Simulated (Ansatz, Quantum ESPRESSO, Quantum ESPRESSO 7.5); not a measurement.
# Evanescent states of KF, rock salt type, lattice constant set to 5.42 Å

How good a tunnel barrier is KF, rock salt type, lattice constant set to 5.42 Å?

Method: plane-wave DFT, PBE, GBRV ultrasoft pseudopotentials (cross-check by Ansatz 0.2.0 with PAW datasets), in Quantum ESPRESSO 7.5.

Most raw output is cut from this account.

The structure was built from a prototype and need not be the compound's stable phase.

### 1. The structure

The structure is cubic, space group Fm-3m (No. 225). The conventional cell has a = 5.420 Å, b = 5.420 Å, c = 5.420 Å, α = 90.00°, β = 90.00°, γ = 90.00°. Nearest to K lie 6 F at 2.71 Å. Nearest to F lie 6 K at 2.71 Å. Farther neighbours and most contacts between anions are not listed.

### 2. SCF with pw.x

pwcond needs a cell whose third axis lies along the current and stands perpendicular to the other two.

Contents of scf.in:

```
&control
  prefix = 'scf'
  outdir = './out'
  pseudo_dir = './pseudo'
  calculation = 'scf'
  tprnfor = .true.
/
&system
  ibrav = 0
  nat = 4
  ntyp = 2
  ecutwfc = 40
  ecutrho = 200
  occupations = 'fixed'
  nbnd = 20
/
&electrons
  conv_thr = 1e-09
  mixing_beta = 0.6
  electron_maxstep = 120
/
ATOMIC_SPECIES
  K   39.0983  k_pbe_v1.4.uspp.F.UPF
  F   18.9984  f_pbe_v1.4.uspp.F.UPF
CELL_PARAMETERS angstrom
  3.83251875403109 0.00000000000000 0.00000000000000
  0.00000000000000 3.83251875403109 0.00000000000000
  0.00000000000000 0.00000000000000 5.42000000000000
ATOMIC_POSITIONS crystal
  K   0.000000000000 0.000000000000 0.000000000000
  F   0.500000000000 0.500000000000 0.000000000000
  K   0.500000000000 0.500000000000 0.500000000000
  F   0.000000000000 0.000000000000 0.500000000000
K_POINTS automatic
  6 6 6 0 0 0
```

Started as:

```bash
> OMP_NUM_THREADS=1 mpirun -n 2 pw.x -nk 2 -in scf.in > scf.out
```

The job ended after 19 s (2 MPI ranks of Arm Neoverse V2, shared host; peak memory 0.17 GiB; 38 s of CPU time).

Numbers from this step:

```
free energy                          : -2880.2334 eV
valence top, on the run's zero       : 1.222 eV
conduction bottom, on the run's zero : 7.179 eV
gap by band count                    : 5.956 eV
```

The run needed 12 iterations to bring the estimated error under 1e-09 Ry.

### 3. Complex band structure

ikind = 0 solves one period of the crystal for all kz, real and complex, at each energy and k across. ewind and epsproj trim the two-dimensional plane-wave basis; nz1 sets the subslabs.

Contents of cbs.in:

```
&inputcond
  outdir = './out'
  prefixl = 'scf'
  band_file = 'cbs'
  ikind = 0
  ewind = 4.0
  epsproj = 1e-05
  nz1 = 7
  energy0 = 8.96
  denergy = -0.28
/
4
  0.00000000 0.00000000 1.00000000
  0.50000000 0.00000000 1.00000000
  0.50000000 0.50000000 1.00000000
  0.25000000 0.00000000 1.00000000
40
```

Started as:

```bash
> OMP_NUM_THREADS=1 mpirun -n 2 pwcond.x -in cbs.in > cbs.out
```

It took 84 s on 2 MPI ranks; peak memory 0.12 GiB; 2.8 min of CPU time.

Read from the output:

- peak of the smallest κ at the zone centre: 0.477 Å⁻¹
- energy of the peak at the zone centre: 2.52 eV
- peak of the smallest κ at (1/2, 1/2): 0.625 Å⁻¹

K across = (0, 0) in the cell's reciprocal vectors; values within 0.0025 1/Å of each other count once, columns are sorted by size at each energy, a dash where no further value was kept. Im kz of the slowest decaying states against energy, zero at the highest filled level of the SCF mesh:

```
energy (eV)  decay 1 (Å⁻¹)  decay 2 (Å⁻¹)  decay 3 (Å⁻¹)
      -1.96          0.577           1.20           1.71
      -1.68          0.541           1.17           1.69
      -1.40          0.496           1.12           1.67
      -1.12          0.438           1.07           1.64
      -0.84          0.355           1.01           1.62
      -0.56            0.2          0.919           1.60
      -0.28          0.765           1.57           1.60
       0.00          0.006          0.037          0.308
       0.28          0.259          0.416          0.678
       0.56          0.337          0.481          0.791
       1.12          0.417          0.562          0.886
       1.40           0.44           0.59           0.91
       1.68          0.456          0.613          0.926
       1.96          0.467          0.632          0.936
       2.24          0.474          0.647          0.943
       2.52          0.477          0.661          0.946
       2.80          0.476          0.671          0.947
       3.08          0.473           0.68          0.945
       3.36          0.466          0.688          0.942
       3.64          0.455          0.694          0.937
       3.92          0.441          0.698           0.93
       4.20          0.423          0.702          0.922
       4.48          0.399          0.704          0.913
       4.76           0.37          0.705          0.902
       5.04          0.333          0.705           0.89
       5.32          0.285          0.704          0.876
       5.60          0.219          0.703          0.862
       5.88          0.103            0.7          0.846
       6.44          0.691          0.745           0.81
       6.72          0.685           0.79          0.939
       7.00          0.619          0.678          0.768
       7.28          0.544          0.671          0.744
       7.56          0.454          0.661          0.719
       7.84           0.34          0.651          0.691
       8.12           0.15           0.64          0.661
       8.40          0.627          0.797           1.22
       8.68          0.592          0.613          0.774
       8.96          0.552          0.597           0.75
```

K across = (0, 0) in the cell's reciprocal vectors. Re kz of states that move upwards against energy, zero at the highest filled level of the SCF mesh:

```
energy (eV)  channel 1 (Å⁻¹)  channel 2 (Å⁻¹)
      -1.96                -                -
      -1.68                -                -
      -1.40                -                -
      -1.12                -                -
      -0.84                -                -
      -0.56                -                -
      -0.28           -0.339           -0.170
       0.00                -                -
       0.28                -                -
       0.56                -                -
       1.12                -                -
       1.40                -                -
       1.68                -                -
       1.96                -                -
       2.24                -                -
       2.52                -                -
       2.80                -                -
       3.08                -                -
       3.36                -                -
       3.64                -                -
       3.92                -                -
       4.20                -                -
       4.48                -                -
       4.76                -                -
       5.04                -                -
       5.32                -                -
       5.60                -                -
       5.88                -                -
       6.44            0.276                -
       6.72            0.355                -
       7.00            0.424                -
       7.28            0.487                -
       7.56            0.548                -
       7.84           -0.554                -
       8.12           -0.498                -
       8.40           -0.442            0.270
       8.68           -0.387            0.414
       8.96           -0.332            0.523
```

K across = (1/2, 0) in the cell's reciprocal vectors; values within 0.0025 1/Å of each other count once, columns are sorted by size at each energy, a dash where no further value was kept. Table of Im kz of the slowest decaying states by energy, zero at the highest filled level of the SCF mesh:

```
energy (eV)  decay 1 (Å⁻¹)  decay 2 (Å⁻¹)  decay 3 (Å⁻¹)
      -1.96          0.554           1.05           1.13
      -1.40          0.459          0.948           1.04
      -0.84          0.224          0.769          0.888
      -0.28          0.283          0.293          0.608
       0.00          0.247          0.754          0.761
       0.56          0.438          0.886          0.926
       1.12          0.514          0.943          0.996
       1.68          0.559          0.975           1.03
       2.24          0.588          0.993           1.06
       2.80          0.606           1.00           1.07
       3.36          0.616           1.00           1.07
       3.64          0.619           1.00           1.07
       4.20           0.62          0.996           1.07
       4.76          0.615          0.988           1.06
       5.32          0.605          0.978           1.05
       5.88           0.59          0.968           1.03
       6.44          0.568          0.962           1.01
       7.00          0.537          0.981          0.996
       7.28          0.518          0.985           1.04
       7.84          0.468          0.962           1.78
       8.40          0.388          0.861          0.939
       8.96           0.33          0.915              -
```

K across = (1/2, 1/2) in the cell's reciprocal vectors; values within 0.0025 1/Å of each other count once, columns are sorted by size at each energy, a dash where no further value was kept. Im kz of the slowest decaying states against energy, zero at the highest filled level of the SCF mesh:

```
energy (eV)  decay 1 (Å⁻¹)  decay 2 (Å⁻¹)  decay 3 (Å⁻¹)
      -1.96          0.593           1.16           2.13
      -1.68          0.559           1.12           2.11
      -1.40          0.517           1.07           2.09
      -1.12          0.464           1.01           2.07
      -0.84           0.39          0.939           2.05
      -0.56          0.268          0.829           2.04
      -0.28          0.573           2.02           2.29
       0.00          0.161          0.322           0.93
       0.28          0.332          0.586           1.04
       0.56          0.411           0.68           1.11
       1.12          0.501          0.761           1.19
       1.40           0.53           0.78           1.22
       1.68          0.552          0.791           1.24
       1.96           0.57          0.798           1.26
       2.24          0.585            0.8           1.28
       2.52          0.597          0.798           1.29
       2.80          0.606          0.795           1.30
       3.08          0.613          0.788           1.31
       3.36          0.618          0.779           1.32
       3.64          0.622          0.769           1.32
       3.92          0.624          0.756           1.33
       4.20          0.625          0.742           1.33
       4.48          0.625          0.725           1.33
       4.76          0.623          0.707           1.34
       5.04           0.62          0.686           1.34
       5.32          0.615          0.663           1.34
       5.60           0.61          0.638           1.34
       5.88          0.603           0.61           1.34
       6.44          0.544          0.585           1.34
       6.72          0.505          0.573           1.34
       7.00          0.459          0.561           1.34
       7.28          0.406          0.546           1.34
       7.56          0.341          0.529           1.34
       7.84          0.255          0.509           1.32
       8.12          0.104          0.487           1.29
       8.40          0.462           1.25           1.36
       8.68          0.432           1.22           1.38
       8.96          0.396           1.19           1.42
```

K across = (1/4, 0) in the cell's reciprocal vectors; values within 0.0025 1/Å of each other count once, columns are sorted by size at each energy, a dash where no further value was kept. The Im kz of the slowest decaying states by energy, zero at the highest filled level of the SCF mesh:

```
energy (eV)  decay 1 (Å⁻¹)  decay 2 (Å⁻¹)  decay 3 (Å⁻¹)
      -1.96          0.568           1.12           1.17
      -1.40          0.481           1.03           1.08
      -0.84          0.321          0.888           0.95
      -0.28          0.207          0.216          0.347
       0.00           0.13          0.314          0.585
       0.56          0.379          0.475          0.834
       1.12          0.456          0.552            0.9
       1.68          0.498            0.6          0.932
       2.24           0.52          0.633          0.946
       2.80           0.53          0.655          0.949
       3.36           0.53           0.67          0.945
       3.64          0.526          0.676          0.941
       4.20          0.511          0.682          0.928
       4.76          0.485          0.684           0.91
       5.32          0.445          0.682          0.888
       5.88          0.385          0.676           0.86
       6.44          0.286          0.665          0.827
       7.00          0.648          0.788           0.83
       7.28          0.637          0.765          0.806
       7.84          0.595           0.69          0.711
       8.40          0.445           0.62          0.641
       8.96          0.551          0.581          0.652
```

### 4. Complex bands with pwcond.x, with ewind = 1.0

How much does a setting matter? One run is repeated with a change.

cbs.w.in, as its differences from the input of step 3:

```diff
@@ -3,5 +3,5 @@
   prefixl = 'scf'
-  band_file = 'cbs'
+  band_file = 'cbs.w'
   ikind = 0
-  ewind = 4.0
+  ewind = 1.0
   epsproj = 1e-05
```

Started as:

```bash
> OMP_NUM_THREADS=1 mpirun -n 2 pwcond.x -in cbs.w.in > cbs.w.out
```

The job ended after 42 s (2 MPI ranks; peak memory 0.11 GiB).

The changed values were drawn from a wide range, not chosen for quality; the comparison shows what they did here together.

Beside the run it was changed from:

```
                                       quantity  this run  unchanged run  difference
peak of the smallest κ at the zone centre (Å⁻¹)     0.477          0.477           0
     peak of the smallest κ at (1/2, 1/2) (Å⁻¹)     0.625          0.625           0
                                  wall time (s)        42             84
```

The physical values in this table stay within 0.05 %.

(Part 1 of 2 ends here.)

[Logs are printed without paths, hosts, clocks, repeated set-up lines and the standing remarks that a program may print on its own settings, such as how far it seeks lower states.]

[Hosts, paths, dates, database ids (printed as entryN), source tags and the programs' standing remarks are cut or masked in the printed files.]

[Maps of the electrostatic potential energy from Ansatz leave out the sawtooth potential of an applied field or a dipole correction, so their vacuum need not be flat; planar profiles and work functions include it.]
